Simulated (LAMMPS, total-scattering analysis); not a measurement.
# zinc-blende solid solution (Te0.20,Se0.80)Cd on heating

The crystal is built from its structure type, relaxed with the potential and heated at zero pressure by classical molecular dynamics (LAMMPS) with the Stillinger-Weber II-VI potential (Zhou et al., Phys. Rev. B 88, 085309 (2013)); 512 atoms (Cd 50.0, Se 39.8, Te 10.2 atom %). Uiso is the variance of an atom's position about its mean, per direction. The dynamics are classical, so there is no zero-point motion. Distances and their variances come from the pair functions; G(r) = 4πrρ₀[g(r) − 1], where it appears, has X-ray or neutron weights and the resolution of a Lorch transform up to 20 Å⁻¹. All values are simulated. The potential was fitted to tetrahedral crystals; it favours four neighbours in the liquid and keeps the solid to temperatures at which the real compounds have long melted or sublimed.

| T (K) | state | cell edges (Å) | Uiso Cd (Å²) | Uiso Se (Å²) | Uiso Te (Å²) | Cd–Se mean (Å) | its variance (Å²) | density (g/cm³) |
| --- | --- | --- | --- | --- | --- | --- | --- | --- |
| 200 | crystalline | 6.145 | 0.0044 | 0.0043 | 0.0046 | 2.639 | 0.0027 | 5.760 |
| 300 | crystalline | 6.149 | 0.0063 | 0.0064 | 0.0066 | 2.642 | 0.0039 | 5.750 |
| 520 | crystalline | 6.159 | 0.0119 | 0.0116 | 0.0123 | 2.649 | 0.0068 | 5.722 |
| 1380 | crystalline | 6.195 | 0.0369 | 0.0363 | 0.0390 | 2.676 | 0.0189 | 5.622 |
| 2030 | crystalline | 6.232 | 0.0602 | 0.0597 | 0.0664 | 2.701 | 0.0338 | 5.523 |

In the harmonic range U = 3ħ²T/(M k θ²), a line through the origin. The rows at 200 and 300 K give, as effective values by element: Cd 2.14×10⁻⁵ Å²/K, θ = 246 K; Se 2.15×10⁻⁵ Å²/K, θ = 293 K; Te 2.23×10⁻⁵ Å²/K, θ = 226 K. At 300 K the first Cd–Se peak has variance 0.0039 Å², against 0.0127 Å² for independent atoms: neighbours move together (and where motion is anisotropic, less along the bond than Uiso suggests), which is what the δ₁ term models in PDF fits at high temperature. In a solid solution the peak also holds static size disorder, which Uiso about each atom's own mean leaves out. The mean volume expansion between 200 and 2030 K is 24×10⁻⁶ K⁻¹. At 2030 K, B = 8π²U = 5.25 Å² for Te, which damps this element's own term in Bragg intensity at Q = 6 Å⁻¹ to 9 %, and √(3U) is 0.16 of its nearest peak distance (Cd–Te, 2.82 Å). It is still a crystal at the highest temperature; were that near melting it would prove little, since a surface-free periodic cell held so briefly superheats.

**Question.** At one more temperature the first peak has mean 2.671 Å and variance 0.0169 Å², and the X-ray G(r) has maxima 2.69 (2.2), 4.37 (2.8), 5.11 (1.4), 6.70 (0.1), 7.66 (2.4). What temperature, and what Uiso?

The variance interpolates to about 1240 K; the run was at 1200 K, with Uiso Cd 0.0302, Se 0.0295, Te 0.0324 Å².
